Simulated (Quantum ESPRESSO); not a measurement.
# Calculated records

```cif
data_fept
_symmetry_space_group_name_H-M 'P4/mmm'
_symmetry_Int_Tables_number 123
_cell_length_a 2.7235
_cell_length_b 2.7235
_cell_length_c 3.7200
_cell_angle_alpha 90.000
_cell_angle_beta 90.000
_cell_angle_gamma 90.000
_cell_volume 27.59
loop_
_atom_site_label
_atom_site_type_symbol
_atom_site_symmetry_multiplicity
_atom_site_Wyckoff_symbol
_atom_site_fract_x
_atom_site_fract_y
_atom_site_fract_z
_atom_site_occupancy
Fe1 Fe 1 a 0.00000 0.00000 0.00000 1
Pt1 Pt 1 d 0.50000 0.50000 0.50000 1
_calc_subject 'Fixed-spin-moment curve of FePt (Tetraferroplatinum)'
_calc_method 'PBEsol; plane waves with GBRV 1.5 PBEsol potentials, no spin-orbit coupling (and 1 further level or step)'
_calc_program 'Quantum ESPRESSO 7.5'
_calc_settings_of_one_run 'GBRV 1.5 PBEsol, potential files Pt: pt_pbesol_v1.4.uspp.F.UPF, Fe: fe_pbesol_v1.5.uspp.F.UPF, cutoff 544.23 eV, 10×10×10 k-mesh, 24 bands, fermi-dirac occupations, smearing width 0.1 eV, collinear spin, SCF threshold 4.00e-9, starting moments 2.8 0 μB'
_calc_cost '11 runs, 17 min in all on 2 MPI ranks of Intel Xeon Platinum 8259CL at 2.50GHz (Skylake/Cascade Lake), shared host (the runs of this entry)'
_calc_notes 'The run is spin-polarised, with a total moment of 3.35 μB a cell (absolute 3.50). The cell holds one seeded atom, so opposed orders, which may lie lower, cannot form in it.'
_calc_moment_of_the_free_run '3.35 μB a cell'
_calc_energy_at_zero_total_moment '736 meV a cell over the lowest'
_calc_delta_e_delta_m2_from_the_lowest_point_to_3p96_and_to_2p83_mu_b '504 and 320 meV/μB²'
```

[Logs and program files are shortened in this print: banners, set-up blocks, solver, clock and traceback lines can be left out without a mark of their own.]

[Logs are printed without paths, hosts, clocks, repeated set-up lines and the standing remarks that a program may print on its own settings, such as how far it seeks lower states.]

[Hosts, paths, dates, database ids (printed as entryN), source tags and the programs' standing remarks are cut or masked in the printed files.]

[Where a cell is said to come from a database of computed structures, the database is the Materials Project.]
